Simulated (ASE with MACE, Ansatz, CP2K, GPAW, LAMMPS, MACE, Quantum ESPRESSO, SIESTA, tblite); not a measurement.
# Running La2O3 with crystalline order left by the classical run (95 atoms) with machine-learned potentials

Aim: run La2O3 with crystalline order left by the classical run (95 atoms) in machine-learned potentials and see how near its forces come to a plane-wave reference, and at what cost.

Program: ASE with MACE. Level of theory: the method is named at each step. Results are calculated unless marked as measured.

## (1) Set-up

The cell holds 95 atoms: 38 La and 57 O. Cell: a = 12.168 Å, b = 12.168 Å, c = 12.168 Å, α = 90.0°, β = 90.0°, γ = 90.0°. 95 atoms (38 Nd, 57 O) placed at random at 6.31 g/cm³, melted at 5000 K for 10 ps at fixed volume with the Morse and Coulomb pair potential with partial charges (Pedone, Malavasi, Menziani, Cormack and Segre, J. Phys. Chem. B 110, 11780 (2006)). Quenched from 5000 K to 300 K at 20 K/ps and fixed volume, held 5 ps, then minimised at fixed cell. Then Nd was replaced by La and the cell scaled by 1.023 (the potential has no terms for the new elements, so the cell is a start for a DFT relaxation).

The yardstick, on the same geometry:

```
method                                           : Kohn-Sham DFT, PBE, PAW, plane waves (Ansatz 0.2.0); cutoff 420 eV, Γ point, fermi-dirac smearing of 0.05 eV; PAW set soft_2
r.m.s. force component                           : 0.2629 eV/Å
longest force                                    : 0.8497 eV/Å
pressure                                         : 0.07016 GPa
gap (highest filled to lowest empty level) : 3.123 eV
SCF cycles                                       : 11
time                                             : 24 s on 8 threads of Arm Neoverse V2, shared host
CPU time                                         : 2.9 min
```

## (2) MACE MP-0b3 medium potential

Method: machine-learned interatomic potential MACE MP-0b3 medium, trained on PBE(+U) plane-wave data.

File run.py:

```python
import numpy as np
from ase.io import read
import mlip  # loads the published weights by name

atoms = read("structure.xyz")
atoms.calc = mlip.calc("mace-mp-0b3-medium")
energy = atoms.get_potential_energy()
forces = atoms.get_forces()
print(f"energy {energy:.6f} eV")
print("forces (eV/A)")
for i, (a, f) in enumerate(zip(atoms, forces)):
    print(f"{i:4d} {a.symbol:2s} {f[0]:10.5f} {f[1]:10.5f} {f[2]:10.5f}")
stress = -atoms.get_stress(voigt=False) * 160.21766
print("stress (GPa, compression positive)")
for row in stress:
    print(" ".join(f"{x:10.4f}" for x in row))
```

File structure.xyz:

```xyz
95
Lattice="12.16777 0.00000 0.00000 0.00000 12.16777 0.00000 0.00000 0.00000 12.16777" Properties=species:S:1:pos:R:3 pbc="T T T"
La 7.64087 3.30623 0.90650
La 4.58433 0.53477 2.34278
La 10.63500 2.65306 7.07751
La 10.85973 1.65506 10.49434
La 10.21557 6.82819 8.67246
La 4.59540 5.28836 1.19573
La 10.41464 4.43832 3.27897
La 0.95152 5.72250 5.03259
La 7.21184 6.30327 3.23517
La 7.69830 4.03982 9.75904
La 1.20984 11.00867 3.17396
La 10.39334 8.89878 2.03932
La 4.45073 3.40965 7.52844
La 4.49173 9.15552 0.82899
La 1.51781 3.50359 1.12138
La 7.26185 9.28291 7.43621
La 10.54666 10.08343 10.74134
La 1.39418 8.45039 7.62323
La 7.29555 8.22383 10.86485
La 4.35253 7.77715 4.81807
La 10.48022 11.91164 5.01057
La 4.65162 2.12632 11.03763
La 7.49401 5.27205 6.61148
La 1.60870 11.56790 11.82829
La 1.52547 2.20091 5.00923
La 7.39849 2.53844 4.24850
La 1.36243 4.60173 8.85570
La 1.17541 7.37671 11.13327
La 7.58636 11.36640 0.51178
La 4.35484 11.71124 6.02378
La 10.68184 0.78969 1.61065
La 4.54345 6.18877 9.88692
La 10.19501 8.11310 5.29371
La 7.43706 1.02976 7.58040
La 7.33741 10.46842 4.00526
La 4.39293 10.38872 9.49792
La 10.29576 5.57089 12.00119
La 1.51245 0.46639 8.34977
O 4.78412 7.32390 2.56655
O 3.50115 2.25298 0.97062
O 12.11545 0.85174 3.45260
O 6.38151 1.23333 0.71729
O 11.57435 4.29656 1.30183
O 5.60837 8.32105 8.94173
O 11.24387 6.67463 3.70630
O 9.28778 3.32277 11.36372
O 2.91309 0.17607 4.20506
O 9.39437 1.42582 8.70300
O 8.82820 10.36864 5.90806
O 11.56023 9.86392 4.23146
O 5.97559 11.37321 7.81207
O 2.21368 7.77338 5.44800
O 9.61254 0.03906 11.79349
O 2.51800 5.59717 0.09625
O 9.12181 2.40739 2.50887
O 2.73093 9.29131 11.19861
[... 35 atom lines left out ...]
O 3.23870 0.26185 10.26534
O 6.21274 2.15284 9.27172
O 5.93008 10.27945 11.30751
O 1.96996 4.05710 3.42717
```

On the command line:

```console
$ OMP_NUM_THREADS=1 python run.py > output.txt
```

Log:

```text
energy -784.473558 eV
forces (eV/A)
   0 La   -0.02780   -0.40544    0.18516
   1 La   -0.06798   -0.06153    0.03206
   2 La   -0.11827    0.47076   -0.00858
   3 La   -0.10810    0.30789    0.03891
   4 La    0.17817    0.11703   -0.00596
   5 La   -0.34296    0.30539   -0.01105
   6 La    0.34529   -0.03922   -0.03032
   7 La    0.46041    0.31801   -0.05132
   8 La    0.24848    0.18483   -0.37582
   9 La    0.36769   -0.21315   -0.02764
  10 La    0.19703   -0.30597    0.27281
  11 La    0.14850    0.06471   -0.51943
  12 La   -0.32151   -0.21320   -0.38129
  13 La   -0.27693   -0.03388    0.27440
  14 La   -0.12897    0.16283    0.19749
  15 La    0.16764   -0.13278   -0.10458
  16 La    0.03832   -0.37332   -0.48105
  17 La    0.11432    0.00825   -0.15204
  18 La    0.48388   -0.31154    0.13133
  19 La    0.14191    0.05829   -0.08759
  20 La   -0.07977   -0.28033    0.43168
  21 La   -0.13680   -0.08802    0.08523
  22 La    0.07757    0.40017   -0.02447
  23 La    0.12543    0.16872    0.00704
[...]
87 O     0.01746    0.24817    0.29232
  88 O     0.24392   -0.26435    0.38542
  89 O    -0.57115    0.06096   -0.32338
  90 O    -0.35216    0.35386   -0.49061
  91 O    -0.12532   -0.15908   -0.11213
  92 O    -0.02368    0.24396   -0.33562
  93 O    -0.06597   -0.32313    0.40191
  94 O    -0.53445   -0.44529    0.10210
stress (GPa, compression positive)
   -2.0193     0.4277    -0.3097
    0.4277    -2.7908     0.7296
   -0.3097     0.7296     1.0901
```

Wall time 8.3 s (1 thread of Arm Neoverse V2, shared host); peak memory 0.97 GiB.

Banners, paths, timers and routine set-up lines are dropped from the logs unmarked, and long logs keep their key lines alone; longer cuts are marked.

Against the reference:

```yaml
r_m_s_force_component: 0.2382 eV/Å
r_m_s_difference_of_force_components: 58.09 meV/Å
longest_difference_of_force_vectors: 251.4 meV/Å
force_difference_over_r_m_s_force: 22.1 %
slope_of_forces_against_the_reference_s: 0.8861
correlation_of_force_components: 0.9779
pressure: -1.24 GPa
pressure_difference: -1.31 GPa
```

Length of the force difference by element (eV/Å):

| element | atoms | mean | most |
| --- | --- | --- | --- |
| La | 38 | 0.11 | 0.25 |
| O | 57 | 0.076 | 0.16 |

Local excerpt of 13 atoms (numbers count through the whole input) about O41, which bears the longest force; x, y, z are measured from there.

| atom | x | y | z | distance (Å) | bonds | Fx | Fy | Fz (eV/Å) |
| --- | --- | --- | --- | --- | --- | --- | --- | --- |
| O41 | 0.00 | 0.00 | 0.00 | 0.00 | 4 | 0.52 | -0.45 | 0.23 |
| La31 | -1.43 | -0.06 | -1.84 | 2.33 | 6 | 0.01 | 0.20 | 0.13 |
| La11 | 1.26 | -2.01 | -0.28 | 2.39 | 5 | 0.20 | -0.31 | 0.27 |
| La21 | -1.64 | -1.11 | 1.56 | 2.52 | 6 | -0.08 | -0.28 | 0.43 |
| La25 | 1.58 | 1.35 | 1.56 | 2.59 | 7 | 0.11 | -0.02 | -0.25 |
| O82 | 0.09 | -0.16 | 2.99 | 2.99 | 4 | 0.03 | 0.45 | -0.09 |
| O47 | 2.97 | -0.68 | 0.75 | 3.13 | 4 | -0.10 | 0.22 | -0.17 |
| O57 | -0.11 | -2.32 | -2.30 | 3.27 | 5 | -0.06 | 0.11 | 0.32 |
| O50 | -0.56 | -3.16 | 0.78 | 3.30 | 4 | -0.13 | 0.10 | -0.12 |
| O76 | 0.42 | 0.68 | -3.28 | 3.37 | 4 | -0.10 | -0.21 | 0.06 |
| O83 | -0.42 | 2.88 | 1.80 | 3.42 | 4 | 0.51 | -0.05 | -0.14 |
| O72 | -2.94 | -1.62 | -0.68 | 3.43 | 5 | 0.13 | -0.15 | -0.20 |
| O55 | -2.99 | 1.56 | -0.94 | 3.50 | 4 | 0.07 | 0.23 | 0.29 |

Atoms are counted from 1 here, from 0 in the log.

Forces lie 22 % from the reference's, at 0.041 times its CPU time (on 1 against 8 cores).

## (3) MACE MP-0b2 small potential

Method: machine-learned interatomic potential MACE MP-0b2 small, trained on PBE(+U) plane-wave data.

Changes to run.py since step 2:

```diff
@@ -5,3 +5,3 @@
 atoms = read("structure.xyz")
-atoms.calc = mlip.calc("mace-mp-0b3-medium")
+atoms.calc = mlip.calc("mace-mp-0b2-small")
 energy = atoms.get_potential_energy()
```

structure.xyz is that of step 2.

Log:

```text
Fontconfig error: No writable cache directories
energy -784.650463 eV
forces (eV/A)
   0 La   -0.03651   -0.46927    0.29299
   1 La   -0.05551   -0.01036    0.05028
   2 La   -0.03017    0.53891   -0.08956
   3 La   -0.09757    0.28124    0.09439
   4 La    0.25543    0.11973    0.07523
   5 La   -0.44935    0.30011   -0.04017
   6 La    0.39703   -0.05631   -0.00010
   7 La    0.47106    0.12640   -0.12789
   8 La    0.27631    0.23702   -0.39490
   9 La    0.31265   -0.22643   -0.05895
  10 La    0.08261   -0.14444    0.23450
  11 La    0.07832   -0.00431   -0.57902
  12 La   -0.32749   -0.15777   -0.26562
  13 La   -0.26312   -0.00484    0.21569
  14 La   -0.13406    0.18925    0.30049
  15 La    0.15521   -0.12624   -0.01630
  16 La    0.03905   -0.39855   -0.41869
  17 La    0.19650   -0.00121    0.01941
  18 La    0.46046   -0.23171    0.17899
  19 La    0.17359    0.09397   -0.07787
  20 La   -0.05359   -0.34462    0.34286
  21 La   -0.17123   -0.05815    0.05953
  22 La    0.12446    0.35637   -0.07496
  23 La    0.11477    0.24532    0.02527
[...]
87 O    -0.01316    0.24098    0.31651
  88 O     0.18793   -0.31764    0.36321
  89 O    -0.59973    0.03833   -0.30471
  90 O    -0.40859    0.41316   -0.55196
  91 O    -0.08969   -0.20799   -0.14731
  92 O     0.00148    0.29217   -0.35983
  93 O    -0.12016   -0.39837    0.38028
  94 O    -0.59392   -0.43026    0.26414
stress (GPa, compression positive)
   -2.0390     0.4748    -0.2422
    0.4748    -2.7831     0.5773
   -0.2422     0.5773     1.3042
```

Elapsed: 6.9 s, on 1 thread; peak memory 0.66 GiB.

Numbers from this run, and their distance from the reference:

| Quantity | Value |
| --- | --- |
| r.m.s. force component | 0.25 eV/Å |
| r.m.s. difference of force components | 56.92 meV/Å |
| longest difference of force vectors | 213.6 meV/Å |
| force difference over r.m.s. force | 21.65 % |
| slope of forces against the reference's | 0.9287 |
| correlation of force components | 0.9766 |
| pressure | -1.173 GPa |
| pressure difference | -1.243 GPa |

Against the first run (22 %), the force difference from the reference is 22 %, at 0.80 times the CPU time.

## (4) MACE MPA-0 medium potential

Method: machine-learned interatomic potential MACE MPA-0 medium, trained on PBE(+U) plane-wave data.

Changes to run.py since step 3:

```diff
@@ -5,3 +5,3 @@
 atoms = read("structure.xyz")
-atoms.calc = mlip.calc("mace-mp-0b2-small")
+atoms.calc = mlip.calc("mace-mpa-0-medium")
 energy = atoms.get_potential_energy()
```

structure.xyz is that of step 3.

Log:

```text
energy -784.759464 eV
forces (eV/A)
   0 La    0.09808   -0.40907    0.30144
   1 La   -0.02281    0.04819   -0.05128
   2 La   -0.13544    0.62103    0.05579
   3 La   -0.30924    0.49396    0.02275
   4 La    0.09381    0.08235    0.11104
   5 La   -0.29007    0.33955   -0.09610
   6 La    0.38372   -0.10529   -0.17342
   7 La    0.37896    0.14514   -0.16433
   8 La    0.39161    0.12877   -0.41399
   9 La    0.59439   -0.22242   -0.09699
  10 La    0.08569   -0.18245    0.22573
  11 La    0.19331   -0.06400   -0.62241
  12 La   -0.20075   -0.19831   -0.41002
  13 La   -0.30489   -0.03656    0.23271
  14 La   -0.40267    0.16491    0.32637
  15 La    0.36157   -0.26555   -0.11911
  16 La   -0.00883   -0.46572   -0.55791
  17 La    0.11792   -0.03502   -0.00172
  18 La    0.72705   -0.37554    0.03088
  19 La    0.31081    0.02209   -0.12574
  20 La   -0.19972   -0.25536    0.59482
  21 La   -0.02478   -0.10094    0.10063
  22 La    0.08239    0.49242   -0.05102
  23 La    0.12847    0.32116   -0.09549
[...]
87 O     0.05597    0.24513    0.25673
  88 O     0.17458   -0.27615    0.44542
  89 O    -0.63809    0.11696   -0.22010
  90 O    -0.39249    0.34465   -0.50546
  91 O    -0.09976   -0.16866   -0.15914
  92 O    -0.13083    0.21008   -0.35249
  93 O    -0.11685   -0.32023    0.43250
  94 O    -0.46697   -0.47072    0.12012
stress (GPa, compression positive)
   -1.6447     0.6127    -0.2723
    0.6127    -2.5675     0.6377
   -0.2723     0.6377     1.9576
```

Wall time 8.3 s (1 thread); peak memory 0.97 GiB.

Numbers from this run, and their distance from the reference:

- r.m.s. force component: 0.2648 eV/Å
- r.m.s. difference of force components: 74.44 meV/Å
- longest difference of force vectors: 336.2 meV/Å
- force difference over r.m.s. force: 28.31 %
- slope of forces against the reference's: 0.9672
- correlation of force components: 0.9602
- pressure: -0.7515 GPa
- pressure difference: -0.8217 GPa

Against the first run (22 %), the force difference from the reference is 28 %, at 1.0 times the CPU time.

## (5) The ladder

Differences are against the plane-wave reference, forces as r.m.s. over components; share is that over the reference's r.m.s. force, slope the least-squares factor from reference forces to these. Total energies of different programs have different zeros and aren't compared.

| run | Δ force, r.m.s. (meV/Å) | share (%) | slope | Δ pressure (GPa) | cores | CPU time | memory (GiB) |
| --- | --- | --- | --- | --- | --- | --- | --- |
| reference | - | - | - | - | 8 | 2.9 min | 2.9 |
| MACE MP-0b3 medium potential | 58.1 | 22.1 | 0.886 | -1.31 | 1 | 7.2 s | 0.97 |
| MACE MP-0b2 small potential | 56.9 | 21.7 | 0.929 | -1.24 | 1 | 5.8 s | 0.66 |
| MACE MPA-0 medium potential | 74.4 | 28.3 | 0.967 | -0.822 | 1 | 7.3 s | 0.97 |

Times of the machine-learned potentials are mostly Python's start and the loading of weights.

CPU time is summed over cores on a shared host, where runs went side by side, so it is rough. Symmetry, cutoffs, thresholds, outputs and thread counts weren't matched or tuned between programs; memory under MPI is the largest rank's times the ranks.

## (6) Outcome

```json
{
 "nearest in forces": "a tie at 22 % of 2 runs: MACE MP-0b3 medium potential; MACE MP-0b2 small potential"
}
```

In words: Machine-learned potentials differ by 22 % (MACE MP-0b2 small potential) to 28 % (MACE MPA-0 medium potential); they were trained on other programs' data. Machine-learned potentials mimic data converged in k, so the reference's own k-point error enters their differences. The quench rate of 20 K/ps is many orders above laboratory rates, so the cell is likely richer in defects and strain than a real sample. The network of bonds at the start is that of the classical potential that made the cell, and needn't be the one that DFT or experiment would give. The reference's stress is far from hydrostatic: its diagonal is -0.7, -1.7, 2.7 GPa, compression counted positive. The electronic-structure runs sample only Γ, in a cell whose shortest periodic width is 12 Å. Spin–orbit coupling is left out, which matters for the levels of the heavy elements.

[Also dropped from logs without a mark: logging warnings of Python, and SIESTA's first energy breakdown and zero terms.]

[Logs are printed without paths, hosts, clocks, repeated set-up lines and the standing remarks that a program may print on its own settings, such as how far it seeks lower states.]

[Hosts, paths, dates, database ids (printed as entryN), source tags and the programs' standing remarks are cut or masked in the printed files.]
